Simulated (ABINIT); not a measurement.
Entries from a set of simulations; values are calculated unless marked as measured.

## TiNF (Pmmn): a self-consistent loop beyond G0W0, cycle by cycle

Symmetry: Pmmn, No. 59, orthorhombic system. Conventional cell: a = 3.062 Å, b = 3.964 Å, c = 7.871 Å, α = 90.00°, β = 90.00°, γ = 90.00°. Nearest to Ti lie 4 N at 2.01 Å and 2 F at 2.04 Å. Nearest to N lie 4 Ti at 2.01 Å. F has 2 Ti at 2.04 Å nearest. Farther neighbours, and contacts between anions beyond the nearest, are not listed.

```yaml
method: RPA screening on LDA from quasiparticle energies, plane waves, norm-conserving pseudopotentials (and 5 further levels or steps)
program: ABINIT 10.8.3
settings: cutoff 38 Ha, PseudoDojo scalar-relativistic 0.4.1 standard, norm-conserving, ngkpt (4, 2, 1), nband 87, ecuteps 3.9 Ha, gwcalctyp 10, inclvkb 2, shiftk (0, 0, 0), symchi 1, awtr 1, frequency ppm, cycle 4, q points all but q = 0, 4×2×1 k-mesh
cost: 18 runs, 9.1 min in all on 4 MPI ranks of Arm Neoverse V2, shared host
notes: The program’s warnings: nkpt*nsppol () is not a multiple of nproc spkpt (). The cell and positions are those that the Materials Project relaxed with its own functionals (PBE, PBE+U or r2SCAN), kept fixed. The first cycle of evGW0 takes the full correction, without the factor Z, so it overshoots the one-shot value. The 4×2×1 mesh is coarse for this cell, which bears on the long-range parts of exchange and screening.
g0w0: 1.687 eV
evgw0_cycle_1: 2.039 eV
evgw0_cycle_2: 1.977 eV
evgw0_cycle_3: 1.971 eV
evgw_cycle_1: 2.426 eV
evgw_cycle_2: 2.511 eV
evgw_cycle_3: 2.524 eV
evgw_cycle_4: 2.528 eV
known_limits: short of the basis limit; coarse k mesh
```

Only the bands that the input lists are updated; the higher empty ones keep the functional's energies. The evGW loop starts from the last levels of evGW0, so its cycles and time come on top of those.

[Long decimals in the printed logs are rounded to 6 places.]

[Logs are printed without paths, hosts, clocks, repeated set-up lines and the standing remarks that a program may print on its own settings, such as how far it seeks lower states.]

[Paths, hosts, dates, memory and timing lines, banners, echoed tables and standing remarks are left out of the program output; an Ansatz launch command may be rebuilt from the run's recorded settings. Measured values are a selection of at most five: reports struck by readers or far from the other reports are left out. None is set beside runs whose start may be inverted or whose files or cutoffs have a known fault.]

[Runs of the session that timed out or met a known fault of the program may be left out.]

[Hosts, paths, dates, database ids (printed as entryN), source tags and the programs' standing remarks are cut or masked in the printed files.]

[G0W0 gaps are taken among the corrected bands and points alone; a level outside them can change the order at an edge.]

[Where Ansatz stands beside ABINIT at settings called matched, ABINIT's density can come from a denser mesh and the files from another edition; pairs whose starting gaps differed by over 0.03 eV were left out, so agreement reads better than it is.]
